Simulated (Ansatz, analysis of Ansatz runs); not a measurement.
# A defect in a sheet: Ti_In in monolayer InSe, part 2 of 3

We look for the structure, spin, formation energy and gap states of neutral Ti_In in monolayer InSe. Model: a cell of 32 host atoms with 1 In taken out and 1 Ti put in.

Ansatz 0.2.0; plane-wave PAW DFT, LDA and PBEsol; supercells relaxed in a periodic cell with vacuum, the primitive cell and the final single points with the Coulomb interaction cut along the normal.

So far, gap on the k-mesh (eV): step 4 (band edges against the vacuum level) 1.65.

## Step 5: Relaxing the neutral defect

Level of this step: plane-wave PAW DFT, LDA, fully periodic cell with vacuum; relaxation of a defect in a monolayer at fixed charge, a uniform background where charged (Ansatz).

Atoms start from random displacements, so no symmetry is imposed. The relaxation runs in a plain periodic cell, 17 Å high against 34 Å with the cut-off, with 14 Å between the perfect sheet and its image; that is cheaper, but a defect with a dipole feels the field of its images there. Several total moments are run in turn (0 without spin polarisation, the others held), because an open shell can settle in more than one spin state.

Contents of q0_M1.relax_smeared/input.yaml:

```yaml
crystal:
  lattice:
    - [15.86363157, 0.0, 0.0]
    - [-3.96590789, 10.95743643, 0.0]
    - [0.0, 0.0, 17.0]
  atoms:
    - { symbol: In, position: [-0.00110576, -0.00442308, 0.51858242] }
    - { symbol: In, position: [0.05944649, 0.23778593, 0.48141758] }
    - { symbol: Se, position: [0.09997359, 0.39989432, 0.59840907] }
    - { symbol: Se, position: [0.20836714, 0.33346853, 0.40159093] }
    - { symbol: In, position: [-0.00110576, 0.49557692, 0.51858242] }
    - { symbol: In, position: [0.05944649, 0.73778593, 0.48141758] }
    - { symbol: Se, position: [0.09997359, 0.89989432, 0.59840907] }
    - { symbol: Se, position: [0.20836714, 0.83346853, 0.40159093] }
    - { symbol: In, position: [0.24889424, -0.00442308, 0.51858242] }
    - { symbol: In, position: [0.30944649, 0.23778593, 0.48141758] }
    - { symbol: Se, position: [0.34997359, 0.39989432, 0.59840907] }
    - { symbol: Se, position: [0.45836714, 0.33346853, 0.40159093] }
    - { symbol: In, position: [0.24889424, 0.49557692, 0.51858242] }
    - { symbol: In, position: [0.30944649, 0.73778593, 0.48141758] }
    - { symbol: Se, position: [0.34997359, 0.89989432, 0.59840907] }
    - { symbol: Se, position: [0.45836714, 0.83346853, 0.40159093] }
    - { symbol: In, position: [0.49889424, -0.00442308, 0.51858242] }
    - { symbol: In, position: [0.55944649, 0.23778593, 0.48141758] }
    - { symbol: Se, position: [0.59997359, 0.39989432, 0.59840907] }
    - { symbol: Se, position: [0.70836714, 0.33346853, 0.40159093] }
    - { symbol: Ti, position: [0.49889424, 0.49557692, 0.51858242] }
    - { symbol: In, position: [0.55944649, 0.73778593, 0.48141758] }
    - { symbol: Se, position: [0.59997359, 0.89989432, 0.59840907] }
    - { symbol: Se, position: [0.70836714, 0.83346853, 0.40159093] }
    - { symbol: In, position: [0.74889424, -0.00442308, 0.51858242] }
    - { symbol: In, position: [0.80944649, 0.23778593, 0.48141758] }
    - { symbol: Se, position: [0.84997359, 0.39989432, 0.59840907] }
    - { symbol: Se, position: [0.95836714, 0.33346853, 0.40159093] }
    - { symbol: In, position: [0.74889424, 0.49557692, 0.51858242] }
    - { symbol: In, position: [0.80944649, 0.73778593, 0.48141758] }
    - { symbol: Se, position: [0.84997359, 0.89989432, 0.59840907] }
    - { symbol: Se, position: [0.95836714, 0.83346853, 0.40159093] }
basis:
  ecutwfc: 420
  xc_grid: 2
hamiltonian:
  xc: lda
kpoints:
  mp_grid: { grid: [1, 2, 1] }
magnetization:
  spin_polarized: true
  initial_magnetization: 1
  spin_locking: { lock_magnetization: hard }
scf:
  occupations: { method: fermi_dirac, width: 0.01 }
  max_iter: 80
output:
  forces: true
relax:
  f_tol: 0.02
  max_steps: 80
  random_displacement: { amplitude: 0.03, seed: 6712 }
```

Run with:

```bash
ansatz run input.yaml --threads 4 --pin off --max-ram 10362MiB --backend cpu --events-out ev --progress --plain --runs-dir out
```

Numbers of over 12 decimals in the logs are rounded to 6 here.

What it wrote:

```text
[...]
Crystal: 32 atoms, lattice volume = 2955.020 Å³
Basis set: ecut = 420 eV, 57811 PW (Γ), exchange–correlation on 216×160×240 points (8 copies of the dense FFT grid, shifted against one another)
Bands: 279, of which v1, the nominal top of the filled ones, is band 232 counted from 1 (231 counted from 0)
Symmetry: 1 space group operations
k-points: 2
[...]
Starting moments: Σ|m| = 1 μB on 32 of 32 sites
[...]
SCF iter   1: F=—  HF=-170436.506986 eV  |F-HF|=—  |Δ(HF+E_count)|=         —  Δρ=8.06e-3 (↑7.86e-3 ↓8.06e-3)  dr2=1.10e1  dr2_m=1.59e-1  M=1.000 μB ∫|m|=1.060 μB  β_m=0.30  ethr=2.37e-3  ⟨swp⟩=3.0  Hψ=5894  notcnv=0
[...]
spin=Collinear: LDOS preconditioning applied to the charge; magnetization (m = ρ↑ − ρ↓) channel mixes plain (no charge-response kernel on spin).
SCF iter   2: F=—  HF=-170442.732082 eV  |F-HF|=—  |Δ(HF+E_count)|=    6.23e0  Δρ=5.28e-3 (↑5.07e-3 ↓5.28e-3)  dr2=3.65e0  dr2_m=1.10e-1  M=1.000 μB ∫|m|=1.044 μB  β_m=0.49  ethr=2.37e-3  ⟨swp⟩=3.5  Hψ=2182  notcnv=0  defer=6
[...]
SCF iter  19: F=-170449.801281 eV  HF=-170449.801281 eV  |F-HF|=5.73e-9  |Δ(HF+E_count)|=   1.79e-8  Δρ=1.08e-6 (↑1.08e-6 ↓1.03e-7)  dr2=1.72e-8  dr2_m=8.09e-9  M=1.000 μB ∫|m|=1.286 μB  ethr=9.37e-12  ⟨swp⟩=1.0  Hψ=2776  notcnv=0
SCF 1 converged in 19 iterations: F = -170449.801281 eV  dr2 = 1.72e-8
[...]
relax step   1: F+E_penalty+E_count = -170449.80128051 eV  Δ(F+E_penalty+E_count) = +0.000e0 eV  max|allowed force component| = 2.896e0 eV/Å  Δτ_max = 0.0000 Å  (19 SCF iters, dr2 threshold 1.00e-5 eV, accepted)
[...]
relax step   2: F+E_penalty+E_count = -170450.46077207 eV  Δ(F+E_penalty+E_count) = -6.595e-1 eV  max|allowed force component| = 8.470e-1 eV/Å  Δτ_max = 0.1949 Å  (9 SCF iters, dr2 threshold 1.00e-4 eV, accepted)
relax step   3: F+E_penalty+E_count = -170450.60229223 eV  Δ(F+E_penalty+E_count) = -1.415e-1 eV  max|allowed force component| = 6.835e-1 eV/Å  Δτ_max = 0.2000 Å  (9 SCF iters, dr2 threshold 4.48e-5 eV, accepted)
relax step   4: F+E_penalty+E_count = -170450.66361646 eV  Δ(F+E_penalty+E_count) = -6.132e-2 eV  max|allowed force component| = 1.162e-1 eV/Å  Δτ_max = 0.0849 Å  (8 SCF iters, dr2 threshold 4.00e-5 eV, accepted)
relax step   5: F+E_penalty+E_count = -170450.67280579 eV  Δ(F+E_penalty+E_count) = -9.189e-3 eV  max|allowed force component| = 6.577e-2 eV/Å  Δτ_max = 0.0320 Å  (9 SCF iters, dr2 threshold 8.44e-7 eV, accepted)
relax step   6: F+E_penalty+E_count = -170450.67685182 eV  Δ(F+E_penalty+E_count) = -4.046e-3 eV  max|allowed force component| = 4.494e-2 eV/Å  Δτ_max = 0.0534 Å  (9 SCF iters, accepted)
relax step   7: F+E_penalty+E_count = -170450.67777364 eV  Δ(F+E_penalty+E_count) = -9.218e-4 eV  max|allowed force component| = 9.859e-3 eV/Å  Δτ_max = 0.0177 Å  (7 SCF iters, dr2 threshold 6.47e-7 eV, accepted)
[...]
relax step   8: F+E_penalty+E_count = -170450.67777365 eV  Δ(F+E_penalty+E_count) = -1.211e-8 eV  max|allowed force component| = 9.887e-3 eV/Å  Δτ_max = 0.0000 Å  (4 SCF iters, accepted)
SCF converged after 4 iterations
Magnetization: 1.0000 μB (232.0000 up, 231.0000 down)
Absolute magnetization: 1.1881 μB (∫|ρ↑−ρ↓|, with the PAW one-centre terms)
[...]
Per-site moments (μB) at R_I (Å): [(5.819431073986794e-6, 1.076859), (0.0002517, 1.080435), (0.00295978, 1.082202), [... 29 left out ...]
Free energy (F): -170450.677774 eV
[...]
Internal energy: -170450.677682 eV  (E = F + TS)
E sigma→0 (E₀):  -170450.677728 eV
Entropy (-TS):   -0.000092 eV (-0.003 meV/atom)
Fermi energy:    -0.551992 (↑ -0.551992, ↓ -0.993554) eV
[...]
--- Forces (eV/Å), atoms counted from 1 ---
  atom   1  In     0.00500517    -0.00256396     0.00227914
  atom   2  In     0.00212641    -0.00290671    -0.00108686
  atom   3  Se    -0.00307588     0.00258215     0.00023168
  atom   4  Se    -0.00191206    -0.00247396     0.00136434
  atom   5  In     0.00496578     0.00584241    -0.00405913
  atom   6  In     0.00500051     0.00143218    -0.00838129
  atom   7  Se    -0.00251705     0.00193018     0.00234082
  atom   8  Se    -0.00951241     0.00152205    -0.00207647
  atom   9  In    -0.00123569    -0.00070542     0.00662721
  atom  10  In     0.00218210    -0.00190234     0.00073942
  atom  11  Se    -0.00029374     0.00193294     0.00347633
  atom  12  Se    -0.00097088     0.00988747     0.00121465
  atom  13  In     0.00425862    -0.00257002     0.00066148
  atom  14  In     0.00734034    -0.00675357     0.00040935
  atom  15  Se    -0.00410536    -0.00200688    -0.00106818
  atom  16  Se    -0.00591262    -0.00078471     0.00103891
  atom  17  In     0.00368730     0.00291871     0.00331088
  atom  18  In    -0.00432563    -0.00062215    -0.00536582
  atom  19  Se     0.00598226     0.00267590     0.00117356
  atom  20  Se     0.00127995    -0.00096451    -0.00159124
  atom  21  Ti    -0.00041003    -0.00217059    -0.00188333
  atom  22  In    -0.00163176    -0.00897243     0.00151735
  atom  23  Se    -0.00335985     0.00825947     0.00067671
  atom  24  Se     0.00616061     0.00307261     0.00162041
  atom  25  In     0.00057617    -0.00250035    -0.00499078
  atom  26  In    -0.00244516    -0.00023984     0.00569998
  atom  27  Se    -0.00405252    -0.00070641    -0.00188399
  atom  28  Se     0.00188638    -0.00035596     0.00067805
  atom  29  In    -0.00300947    -0.00082856    -0.00117592
  atom  30  In    -0.00368588     0.00189464     0.00003928
  atom  31  Se     0.00056333    -0.00454704    -0.00002682
  atom  32  Se     0.00144345     0.00062450    -0.00150831
  max |Σ_I F_I| component: 2.39e-6 eV/Å
--- Relaxed structure (8 steps of the walk, 8 accepted, 0 SCFs on fresh bases) ---
  F+E_penalty+E_count = -170450.67777365 eV   max|allowed force component| = 9.887e-3 eV/Å
  atoms:
    - { symbol: In, position: [-0.000646, -0.001496, 0.516187] }
    - { symbol: In, position: [0.059967, 0.240632, 0.479420] }
    - { symbol: Se, position: [0.100682, 0.403450, 0.595670] }
    - { symbol: Se, position: [0.209696, 0.336846, 0.399389] }
    - { symbol: In, position: [-0.001040, 0.498197, 0.515480] }
    - { symbol: In, position: [0.060506, 0.741403, 0.478582] }
    - { symbol: Se, position: [0.100549, 0.902701, 0.596308] }
    - { symbol: Se, position: [0.210617, 0.841803, 0.400013] }
    - { symbol: In, position: [0.250110, -0.001570, 0.518838] }
    - { symbol: In, position: [0.307980, 0.239615, 0.480037] }
    - { symbol: Se, position: [0.353632, 0.407666, 0.594922] }
    - { symbol: Se, position: [0.461539, 0.338354, 0.404378] }
    - { symbol: In, position: [0.248403, 0.502410, 0.514568] }
    - { symbol: In, position: [0.311742, 0.744894, 0.479229] }
    - { symbol: Se, position: [0.350372, 0.903882, 0.598849] }
    - { symbol: Se, position: [0.465080, 0.829612, 0.407900] }
    - { symbol: In, position: [0.502318, -0.008897, 0.522163] }
    - { symbol: In, position: [0.561616, 0.232865, 0.481469] }
    - { symbol: Se, position: [0.601016, 0.403386, 0.596083] }
    - { symbol: Se, position: [0.708119, 0.330797, 0.399937] }
    - { symbol: Ti, position: [0.492233, 0.460830, 0.523704] }
    - { symbol: In, position: [0.554807, 0.714592, 0.496412] }
    - { symbol: Se, position: [0.602559, 0.903059, 0.605159] }
    - { symbol: Se, position: [0.700270, 0.827145, 0.406392] }
    - { symbol: In, position: [0.745765, -0.007777, 0.519237] }
    - { symbol: In, position: [0.809698, 0.234850, 0.480675] }
    - { symbol: Se, position: [0.850767, 0.401514, 0.595618] }
    - { symbol: Se, position: [0.958054, 0.334631, 0.399597] }
    - { symbol: In, position: [0.752270, 0.498740, 0.513119] }
    - { symbol: In, position: [0.810757, 0.741720, 0.477867] }
    - { symbol: Se, position: [0.851991, 0.900932, 0.596553] }
    - { symbol: Se, position: [0.960445, 0.838423, 0.398503] }
```

The job ended after 15 min (4 threads of Arm Neoverse V1, shared host; peak memory 8 GiB; 60 min of CPU time).

In the next tables energies count from the displaced start, and moves from the positions in the input.

Relaxation path:

| step | energy less that of the first step (eV) | largest force component (eV/Å) |
| --- | --- | --- |
| 1 | 0.0000 | 2.8957 |
| 2 | -0.6595 | 0.8470 |
| 3 | -0.8010 | 0.6835 |
| 4 | -0.8623 | 0.1162 |
| 5 | -0.8715 | 0.0658 |
| 6 | -0.8756 | 0.0449 |
| 7 | -0.8765 | 0.0099 |
| 8 | -0.8765 | 0.0099 |

The atoms that moved most (Å, from the sites as typed, ahead of the random displacement, the mean shift of all atoms taken out):

| atom | dx | dy | dz | length |
| --- | --- | --- | --- | --- |
| Ti21 | 0.023 | -0.381 | 0.091 | 0.393 |
| In22 | 0.009 | -0.255 | 0.259 | 0.363 |
| Se16 | 0.113 | -0.043 | 0.111 | 0.164 |
| Se24 | -0.112 | -0.070 | 0.086 | 0.158 |
| Se23 | 0.020 | 0.034 | 0.119 | 0.125 |
| In13 | -0.044 | 0.074 | -0.064 | 0.108 |
| In17 | 0.063 | -0.050 | 0.065 | 0.103 |
| Se11 | 0.018 | 0.085 | -0.055 | 0.103 |

Final coordinates:

```xyz
32
Lattice="15.8636 0.0000 0.0000 -3.9659 10.9574 0.0000 0.0000 0.0000 17.0000" Properties=species:S:1:pos:R:3
In   -0.0043   -0.0164    8.7752
In   -0.0030    2.6367    8.1501
Se   -0.0029    4.4208   10.1264
Se    1.9906    3.6910    6.7896
In   -1.9923    5.4590    8.7632
In   -1.9805    8.1239    8.1359
Se   -1.9850    9.8913   10.1372
Se    0.0026    9.2240    6.8002
In    3.9739   -0.0172    8.8202
In    3.9354    2.6256    8.1606
Se    3.9931    4.4670   10.1137
Se    5.9798    3.7075    6.8744
In    1.9481    5.5051    8.7477
In    1.9912    8.1621    8.1469
Se    1.9735    9.9042   10.1804
Se    4.0877    9.0904    6.9343
In    8.0039   -0.0975    8.8768
In    7.9857    2.5516    8.1850
Se    7.9345    4.4201   10.1334
Se    9.9214    3.6247    6.7989
Ti    5.9810    5.0495    8.9030
In    5.9672    7.8301    8.4390
Se    5.9773    9.8952   10.2877
Se    7.8284    9.0634    6.9087
In   11.8614   -0.0852    8.8270
In   11.9134    2.5734    8.1715
Se   11.9039    4.3996   10.1255
Se   13.8711    3.6667    6.7932
In    9.9558    5.4649    8.7230
In    9.9200    8.1273    8.1237
Se    9.9427    9.8719   10.1414
Se   11.9110    9.1870    6.7745
```

Neighbours of the ideal centre at the end:

| atom | distance (Å) |
| --- | --- |
| Ti21 | 0.392 |
| In22 | 2.429 |
| Se11 | 2.537 |
| Se19 | 2.588 |
| Se12 | 2.596 |
| In10 | 3.514 |
| In18 | 3.582 |
| In13 | 4.002 |
| In29 | 4.008 |

All neutral relaxations:

| moment (μB) | filling | outcome | structures computed | largest displacement from the input (Å) | added thickness (Å) | time |
| --- | --- | --- | --- | --- | --- | --- |
| 1 | fixed | not converged | - | - | - | 6.6 min |
| 1 | smeared | converged | 8 | 0.39 | 0.17 | 15 min |
| 3 | smeared | converged | 7 | 0.26 | 0.10 | 13 min |

With the common shift of the atoms taken out, the largest displacement is 0.39 Å, and the sheet with its defect is 0.17 Å thicker than the perfect one.

[end of part 2 of 3]

[Logs are printed without paths, hosts, clocks, repeated set-up lines and the standing remarks that a program may print on its own settings, such as how far it seeks lower states.]

[Hosts, paths, dates, database ids (printed as entryN), source tags and the programs' standing remarks are cut or masked in the printed files.]

[Maps of the electrostatic potential energy from Ansatz leave out the sawtooth potential of an applied field or a dipole correction, so their vacuum need not be flat.]
